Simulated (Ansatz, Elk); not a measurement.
## Na2VN2: X-ray structure factors from the self-consistent density

The structure of Na2VN2 used here is made up (a known structure type with other elements) and was relaxed beforehand with PBE. The aim is the Fourier transform of its all-electron density, F(hkl), set beside the sum over free spherical atoms that refinements use.

Main program and level: Elk 11.2.3 (patched build); DFT, PBE, all-electron APW+lo, Dirac cores, scalar-relativistic bands, static density, no spin.

The structure was built from a prototype and need not be the compound's stable phase.

### Step 1. The starting structure

The structure is trigonal, space group P-3m1 (No. 164). Conventional cell: a = 2.971 Å, b = 2.971 Å, c = 8.859 Å, α = 90.00°, β = 90.00°, γ = 120.00°. Nearest to V lie 6 N at 2.02 Å. Nearest to Na lie 3 N at 2.38 Å. Nearest to N lie 3 V at 2.02 Å and 3 Na at 2.38 Å. Farther neighbours and most contacts between anions are not listed.

### Step 2. Ground state and structure factors

An all-electron density is needed, since X-rays see the cores too. Task 0 finds the density and task 195 Fourier-transforms it; tshift is off so that phases refer to the origin typed.

The input, elk.in:

```
tasks
  0
  195

xctype
  20

spinpol
  .false.

rgkmax
  7.0

gmaxvr
  14.0

lmaxo
  7

lmaxapw
  8

swidth
  0.002

tshift
  .false.

ramdisk
  .false.

hmaxvr
  5.5

maxscl
  120

epspot
  1e-06

sppath
  './'

avec
  5.61460022543 0.00000000000 0.00000000000
  -2.80730011272 4.86238642732 0.00000000000
  0.00000000000 0.00000000000 16.74195730020

atoms
  3
  'V.in'
  1
  0.0000000000 0.0000000000 0.0000000000   0.000000 0.000000 0.000000
  'Na.in'
  2
  0.3333333333 0.6666666667 0.6937633268   0.000000 0.000000 0.000000
  0.6666666667 0.3333333333 0.3062366732   0.000000 0.000000 0.000000
  'N.in'
  2
  0.3333333333 0.6666666667 0.1204535333   0.000000 0.000000 0.000000
  0.6666666667 0.3333333333 0.8795464667   0.000000 0.000000 0.000000

ngridk
  9 9 3
```

Started as:

```bash
$ OMP_NUM_THREADS=4 elk
```

Numbers of over 12 decimals in the logs are rounded to 6 here.

Log:

```text
┌─────────────────────────┐
│ Elk code version 11.2.3 │
└─────────────────────────┘

All units are atomic (Hartree, Bohr, etc.)

┌─────────────────────────────────────────────────┐
│ Ground-state run starting from atomic densities │
└─────────────────────────────────────────────────┘

Lattice vectors :
   5.614600225       0.000000000       0.000000000
  -2.807300113       4.862386427       0.000000000
   0.000000000       0.000000000       16.74195730

Reciprocal lattice vectors :
   1.119079731      0.6461009837      -0.000000000
   0.000000000       1.292201967       0.000000000
   0.000000000      -0.000000000      0.3752957432

Unit cell volume      :    457.0613933
Brillouin zone volume :   0.5427065534

Muffin-tin inner radius fraction :   0.1000000000E-01

Nuclei treated as point charges

Species : 1 (V)
 parameters loaded from : V.in
 name : vanadium
 nuclear charge    :   -23.00000000
 electronic charge :    23.00000000
 atomic mass :    92860.67382
 muffin-tin radius :    2.152961455
 number of radial points in muffin-tin :    993
 inner part over the whole radius :   0.9930387833E-02
 number on inner part of muffin-tin    :    697
 approximate nuclear radius :   0.6897515165E-04
 number of mesh points to nuclear radius :    329
 atomic positions (lattice), magnetic fields (Cartesian) :
  1 :   0.00000000  0.00000000  0.00000000    0.00000000  0.00000000  0.00000000

Species : 2 (Na)
 parameters loaded from : Na.in
 name : sodium
 nuclear charge    :   -11.00000000
 electronic charge :    11.00000000
 atomic mass :    41907.78703
 muffin-tin radius :    2.200000000
 number of radial points in muffin-tin :    793
 inner part over the whole radius :   0.9883648912E-02
 number on inner part of muffin-tin    :    551
 approximate nuclear radius :   0.5574345702E-04
 number of mesh points to nuclear radius :    238
 atomic positions (lattice), magnetic fields (Cartesian) :
  1 :   0.33333333 -0.33333333 -0.30623667    0.00000000  0.00000000  0.00000000
  2 :  -0.33333333  0.33333333  0.30623667    0.00000000  0.00000000  0.00000000

Species : 3 (N)
 parameters loaded from : N.in
 name : nitrogen
 nuclear charge    :   -7.000000000
 electronic charge :    7.000000000
 atomic mass :    25532.65216
 muffin-tin radius :    1.614721092
 number of radial points in muffin-tin :    593
 inner part over the whole radius :   0.9770551559E-02
 number on inner part of muffin-tin    :    405
 approximate nuclear radius :   0.4939692610E-04
 number of mesh points to nuclear radius :    171
 atomic positions (lattice), magnetic fields (Cartesian) :
  1 :   0.33333333 -0.33333333  0.12045353    0.00000000  0.00000000  0.00000000
  2 :  -0.33333333  0.33333333 -0.12045353    0.00000000  0.00000000  0.00000000

Total number of atoms per unit cell :    5
Total muffin-tin volume :    166.2769692
 ratio of muffin-tin to unit cell volume :   0.3637956992

Spin treatment :
 spin-unpolarised

Number of Bravais lattice symmetries :   24
Number of crystal symmetries         :   12
Crystal has inversion symmetry
Real symmetric eigensolver will be used

k-point grid :      9     9     3
k-point offset :    0.000000000       0.000000000       0.000000000
k-point set is reduced with full crystal symmetry group
Total number of k-points :       31

Muffin-tin radius times maximum |G+k| :    7.000000000
 using average radius
Maximum |G+k| for APW functions       :    3.577852775
Maximum (1/2)|G+k|²                   :    6.400515238
Maximum |G| for potential and density :    14.00000000
Constant for pseudocharge density :    8
 order of it for each species :   15  15  15
 order of it for pair densities of each species (exact exchange by exxq0 0: 16) :   12  12   5
Radial integration step length :    1

G-vector grid sizes :     27    27    75
Number of G-vectors :    21219

Maximum angular momentum used for
 APW functions            :    8
 outer part of muffin-tin :    7
 inner part of muffin-tin :    2

Total nuclear charge    :   -59.00000000
[...]
xc potential                :     -121.51331965868
 exchange                    :     -85.933686128712
 correlation                 :     -2.294777
 electron entropic           :    -0.10396434860223E-02
 total energy                :     -1384.9573931851

Density of states at Fermi energy :    77.54374092
 (states/Hartree/unit cell)

Estimated indirect band gap :   0.3012002438E-02
 from k-point 14 to k-point 13
Estimated direct band gap   :   0.4448306038E-02
 at k-point 2

Charges :
 core                        :    18.00000000
 valence                     :    41.00000000
 interstitial                :    5.143136453
 muffin-tins (core leakage)
  species : 1 (V)
   atom 1                    :    20.21164468     ( -0.2139781543E-06)
  species : 2 (Na)
[...]
species : 3 (N)
[...]
total in muffin-tins        :    53.85686355
 total calculated charge     :    59.00111348
 total charge                :    59.00000000
 error                       :   0.1113481432E-02

RMS change in Kohn-Sham potential (target) :    1.505318205     (  0.1000000000E-05)
Absolute change in total energy (target)   :   0.2616281192     (  0.1000000000E-03)

[... loops 3 to 20 left out ...]

┌──────────────────┐
│ Loop number : 21 │
└──────────────────┘

Energies :
 Fermi                       :     0.174303
 sum of occupied eigenvalues :     -779.42675528215
 electron kinetic            :      1393.5908396478
 core electron kinetic       :      1189.6365938018
 Coulomb                     :     -2689.4473624893
 Coulomb potential           :     -2059.3861203095
 nuclear-nuclear             :     -147.07993351921
 electron-nuclear            :     -3032.1689815657
 Hartree                     :      489.80155259561
 Madelung                    :     -1659.7543023345
 xc potential                :     -113.63147462047
 exchange                    :     -85.609372207048
 correlation                 :     -2.305180
 electron entropic           :    -0.47063025834568E-03
 total energy                :     -1383.7715458442

Density of states at Fermi energy :    36.62841254
 (states/Hartree/unit cell)

Estimated indirect band gap :   0.1385566027E-02
 from k-point 5 to k-point 4
Estimated direct band gap   :   0.1549808659E-01
 at k-point 16

Charges :
 core                        :    18.00000000
 valence                     :    41.00000000
 interstitial                :    5.791784558
 muffin-tins (core leakage)
  species : 1 (V)
[...]
species : 2 (Na)
[...]
species : 3 (N)
[...]
total in muffin-tins        :    53.20821544
 total calculated charge     :    59.00095532
 total charge                :    59.00000000
 error                       :   0.9553210052E-03

RMS change in Kohn-Sham potential (target) :   0.5362635586E-06 (  0.1000000000E-05)
Absolute change in total energy (target)   :   0.6156692962E-05 (  0.1000000000E-03)

Convergence targets achieved

┌──────────────────┐
│ Loop number : 22 │
└──────────────────┘

Energies :
 Fermi                       :     0.174303
 sum of occupied eigenvalues :     -779.42675310664
 electron kinetic            :      1393.5908449825
 core electron kinetic       :      1189.6365951933
 Coulomb                     :     -2689.4473643133
 Coulomb potential           :     -2059.3861237510
 nuclear-nuclear             :     -147.07993351921
 electron-nuclear            :     -3032.1689820289
 Hartree                     :      489.80155123486
 Madelung                    :     -1659.7543024378
 xc potential                :     -113.63147433813
 exchange                    :     -85.609372040320
 correlation                 :     -2.305180
 electron entropic           :    -0.47063046128672E-03
 total energy                :     -1383.7715421900

Density of states at Fermi energy :    36.62844412
 (states/Hartree/unit cell)

Estimated indirect band gap :   0.1385530255E-02
 from k-point 5 to k-point 4
Estimated direct band gap   :   0.1549810576E-01
 at k-point 16

Charges :
 core                        :    18.00000000
 valence                     :    41.00000000
 interstitial                :    5.791784782
 muffin-tins (core leakage)
  species : 1 (V)
[...]
species : 2 (Na)
[...]
atom 2                    :    10.12590994     ( -0.9715865446E-07)
  species : 3 (N)
   atom 1                    :    5.961012988     (  0.1079816593E-05)
   atom 2                    :    5.961012988     (  0.1079816593E-05)
 total in muffin-tins        :    53.20821522
 total calculated charge     :    59.00095532
 total charge                :    59.00000000
 error                       :   0.9553208437E-03

┌──────────────────────────────┐
│ Self-consistent loop stopped │
└──────────────────────────────┘

Wrote STATE.OUT
```

Wall time 34 s (4 threads of Arm Neoverse V1, shared host); peak memory 0.17 GiB.

SFACRHO.OUT:

```text

h k l indices transformed by vhmat matrix:
   1.000000000       0.000000000       0.000000000    
   0.000000000       1.000000000       0.000000000    
   0.000000000       0.000000000       1.000000000    

      h      k      l  multipl.   |H|            Re(F)            Im(F)           |F|

      0      0      0      1   0.0000000       59.000001      0.93443754E-16   59.000001    
      0      0      1      2  0.37529574       24.800945     -0.11893127E-14   24.800945    
      0      0     -2      2  0.75059149       6.1379068     -0.19821878E-14   6.1379068    
      0      0      3      2   1.1258872       25.997279     -0.99109391E-14   25.997279    
     -1      1      0      6   1.2922020       3.6825240      0.79287513E-15   3.6825240    
     -1      0     -1      6   1.3455976       23.856608      0.42617038E-14   23.856608    
     -1      1     -1      6   1.3455976       8.4430781     -0.43608132E-14   8.4430781    
     -1      0      2      6   1.4943806       38.399182     -0.51536883E-14   38.399182    
      1     -1     -2      6   1.4943806       5.3171441     -0.13875315E-14   5.3171441    
      0      0      4      2   1.5011830       9.9086401     -0.31219458E-14   9.9086401    
     -1      1     -3      6   1.7138868       22.411165     -0.26759536E-14   22.411165    
      1     -1     -3      6   1.7138868     -0.44616711      -0.0000000      0.44616711    
      0      0     -5      2   1.8764787      -5.2268831     -0.10703814E-13   5.2268831    
      0      1     -4      6   1.9807413       27.201938      0.35679381E-14   27.201938    
      0      1      4      6   1.9807413       5.0566186      0.11496689E-13   5.0566186    
      1     -2      0      6   2.2381595       31.310735      0.81430565E-14   31.310735    
      0      0     -6      2   2.2517745       18.376244      0.63430010E-14   18.376244    
     -2      1     -1     12   2.2694062       12.595865     -0.99109391E-15   12.595865
```

Elk indexes on the primitive cell of elk.in and gives |H| = 4π sin θ/λ in inverse bohr. Below, one row stands for each form hkl of the conventional cell (m members, Friedel mates merged), F is for one primitive cell and the density is static (no thermal factor). Free-atom factors are Waasmaier and Kirfel's, and R is Σm||F|−|F'||/Σm|F|.

| hkl | m | sin θ/λ (Å⁻¹) | abs F, DFT | neutral atoms | diff. |
| --- | --- | --- | --- | --- | --- |
| 001 | 2 | 0.056 | 24.801 | 24.535 | +0.265 |
| 002 | 2 | 0.113 | 6.138 | 6.143 | -0.005 |
| 003 | 2 | 0.169 | 25.997 | 26.769 | -0.771 |
| 100 | 6 | 0.194 | 3.683 | 4.119 | -0.436 |
| 101 | 6 | 0.202 | 23.857 | 24.641 | -0.785 |
| 011 | 6 | 0.202 | 8.443 | 8.397 | +0.046 |
| 012 | 6 | 0.225 | 38.399 | 38.284 | +0.116 |
| 102 | 6 | 0.225 | 5.317 | 5.857 | -0.540 |
| 004 | 2 | 0.226 | 9.909 | 10.427 | -0.519 |
| 013 | 6 | 0.258 | 22.411 | 22.364 | +0.047 |
| 103 | 6 | 0.258 | 0.446 | 0.209 | +0.237 |
| 005 | 2 | 0.282 | 5.227 | 4.970 | +0.257 |
| 104 | 6 | 0.298 | 27.202 | 27.406 | -0.204 |
| 014 | 6 | 0.298 | 5.057 | 5.033 | +0.023 |
| 110 | 6 | 0.337 | 31.311 | 31.468 | -0.157 |
| 006 | 2 | 0.339 | 18.376 | 18.618 | -0.242 |
| 111 | 12 | 0.341 | 12.596 | 12.688 | -0.092 |
| 015 | 6 | 0.343 | 20.461 | 20.474 | -0.013 |
| 105 | 6 | 0.343 | 21.938 | 22.092 | -0.154 |
| 112 | 12 | 0.355 | 3.605 | 3.641 | -0.036 |
| 113 | 12 | 0.377 | 18.847 | 18.862 | -0.015 |
| 200 | 6 | 0.389 | 3.658 | 3.701 | -0.043 |

### Step 3. The highest occupied states alone

An energy window below the Fermi level keeps the highest occupied states, to see at which angles they scatter; shallow core shells can lie inside it and anion s states outside. No new self-consistency is needed.

Edit elk.in of step 2 so:

```diff
@@ -1,3 +1,2 @@
 tasks
-  0
   195
@@ -40,2 +39,5 @@
 
+wsfac
+  -0.376940 0.474300
+
 sppath
```

Started as:

```bash
$ OMP_NUM_THREADS=4 elk
```

Log:

```text
┌─────────────────────────────────┐
│ Elk code version 11.2.3 started │
└─────────────────────────────────┘

Info(readinput): the functional depends on the density's gradient
 muffin-tin radial points multiplied by    2.00000
 (not where nrmtscf is given)

┌────────────────────┐
│ Current task : 195 │
└────────────────────┘
Info(checkmt): changed muffin-tin radius of species 1 (V) from   2.4000 to   2.1530
Info(checkmt): changed muffin-tin radius of species 3 (N) from   1.8000 to   1.6147

Info(sfacrho): density structure factors written to SFACRHO.OUT

 Energy window :  -0.3769400000      0.4743000000

┌──────────────────┐
│ Elk code stopped │
└──────────────────┘
```

Elapsed: 7.5 s, on 4 threads; peak memory 0.17 GiB.

States within 15 eV below the Fermi level hold 16.83 electrons; any levels below the window count with the cores, and a count that is not whole means the window cuts a band. Their amplitudes can exceed the total, where window and core parts have opposite phase:

| hkl | sin θ/λ (Å⁻¹) | abs F, window | abs F, all |
| --- | --- | --- | --- |
| 001 | 0.056 | 10.813 | 24.801 |
| 002 | 0.113 | 3.081 | 6.138 |
| 003 | 0.169 | 2.738 | 25.997 |
| 100 | 0.194 | 1.467 | 3.683 |
| 101 | 0.202 | 4.002 | 23.857 |
| 011 | 0.202 | 2.736 | 8.443 |
| 012 | 0.225 | 5.215 | 38.399 |
| 102 | 0.225 | 3.115 | 5.317 |
| 004 | 0.226 | 3.503 | 9.909 |
| 013 | 0.258 | 4.614 | 22.411 |

### Step 4. Another functional

The difference from free atoms is small, so it is set against the change that PBEsol makes.

Edit elk.in of step 3 so:

```diff
@@ -1,2 +1,3 @@
 tasks
+  0
   195
@@ -4,3 +5,3 @@
 xctype
-  20
+  22
 
@@ -39,5 +40,2 @@
 
-wsfac
-  -0.376940 0.474300
-
 sppath
```

Started as:

```bash
$ OMP_NUM_THREADS=4 elk
```

Log:

```text
┌─────────────────────────┐
│ Elk code version 11.2.3 │
└─────────────────────────┘

All units are atomic (Hartree, Bohr, etc.)

┌─────────────────────────────────────────────────┐
│ Ground-state run starting from atomic densities │
└─────────────────────────────────────────────────┘

Lattice vectors :
   5.614600225       0.000000000       0.000000000
  -2.807300113       4.862386427       0.000000000
   0.000000000       0.000000000       16.74195730

Reciprocal lattice vectors :
   1.119079731      0.6461009837      -0.000000000
[...]
interstitial                :    5.827335019
 muffin-tins (core leakage)
  species : 1 (V)
[...]
species : 2 (Na)
[...]
species : 3 (N)
   atom 1                    :    5.937712867     (  0.1127064965E-05)
   atom 2                    :    5.937712867     (  0.1127064965E-05)
 total in muffin-tins        :    53.17266498
 total calculated charge     :    59.00094906
 total charge                :    59.00000000
 error                       :   0.9490628456E-03

┌──────────────────────────────┐
│ Self-consistent loop stopped │
└──────────────────────────────┘

Wrote STATE.OUT
[key lines of the parts left out:]
total energy                :     -1381.6108846483
```

It took 34 s on 4 threads; peak memory 0.17 GiB; 1.8 min of CPU time.

Against the first run R = 0.08 %; the largest change is -0.054 at 012.

### Step 5. Basis size

A smaller basis shows how fast F responds to it; the change is likely larger than the basis error of the first run, but doesn't show convergence.

Edit elk.in of step 4 so:

```diff
@@ -5,3 +5,3 @@
 xctype
-  22
+  20
 
@@ -11,3 +11,3 @@
 rgkmax
-  7.0
+  5.5
```

Started as:

```bash
$ OMP_NUM_THREADS=4 elk
```

Log:

```text
┌─────────────────────────┐
│ Elk code version 11.2.3 │
└─────────────────────────┘

All units are atomic (Hartree, Bohr, etc.)

┌─────────────────────────────────────────────────┐
│ Ground-state run starting from atomic densities │
└─────────────────────────────────────────────────┘

Lattice vectors :
   5.614600225       0.000000000       0.000000000
  -2.807300113       4.862386427       0.000000000
   0.000000000       0.000000000       16.74195730

Reciprocal lattice vectors :
   1.119079731      0.6461009837      -0.000000000
[...]
interstitial                :    5.935187213
 muffin-tins (core leakage)
  species : 1 (V)
[...]
species : 2 (Na)
[...]
species : 3 (N)
   atom 1                    :    5.911218811     (  0.1073226160E-05)
   atom 2                    :    5.911218811     (  0.1073226160E-05)
 total in muffin-tins        :    53.06481279
 total calculated charge     :    59.00034029
 total charge                :    59.00000000
 error                       :   0.3402885851E-03

┌──────────────────────────────┐
│ Self-consistent loop stopped │
└──────────────────────────────┘

Wrote STATE.OUT
[key lines of the parts left out:]
total energy                :     -1383.6761883723
```

Run time: 25 s. Hardware: 4 threads; peak memory 0.17 GiB.

Against the first run R = 0.16 %; the largest change is -0.062 at 013.

### Step 6. Settings against the effect

| run | R against the first run (%) | R against neutral atoms, low angle (%) | wall time |
| --- | --- | --- | --- |
| PBE, rgkmax 7 | 0.00 | 1.91 | 34 s |
| PBEsol | 0.08 | 1.79 | 34 s |
| rgkmax 5.5 | 0.16 | 1.83 | 25 s |

### Step 7. What came out

| Item | Value |
| --- | --- |
| R against neutral atoms, sin θ/λ < 0.3 Å⁻¹ | 1.91 % |
| R against neutral atoms, 0.3 to 0.80 Å⁻¹ | 0.45 % |

**Reading.** Independent neutral atoms miss the calculated amplitudes by R = 1.91 % below 0.3 Å⁻¹ and 0.45 % from there to 0.80 Å⁻¹; by shells, 0.87 % below 0.15 Å⁻¹ (2 forms), 1.99 % 0.15 to 0.3 (12 forms), 0.68 % 0.3 to 0.45 (23 forms), 0.40 % above 0.45 (112 forms). Bonding, aspherical density and the tables' own atoms all enter these figures, and the runs don't part them. The largest change of an amplitude is -0.78 electrons, at 101. Weak lines can change much in proportion: 103 goes from 0.21 to 0.45. The window's part falls from 16.8 electrons at the origin to at most 0.79 between 0.45 and 0.80 Å⁻¹. Below 0.3 Å⁻¹ the changes that finished (PBEsol and rgkmax 5.5) move F by R = 0.17 % at most, against the 1.91 % that separates it from free atoms. The k-mesh has no finished test. These runs have no spin, though d or f shells may be open. The electron count is odd, so without spin the run is a metal by force. Part of the difference isn't bonding: the tables are fits to free atoms and ions calculated by other methods than this functional. Thermal motion, anomalous dispersion and extinction are left out.

[Logs are printed without paths, hosts, clocks, repeated set-up lines and the standing remarks that a program may print on its own settings, such as how far it seeks lower states.]

[Hosts, paths, dates, database ids (printed as entryN), source tags and the programs' standing remarks are cut or masked in the printed files.]
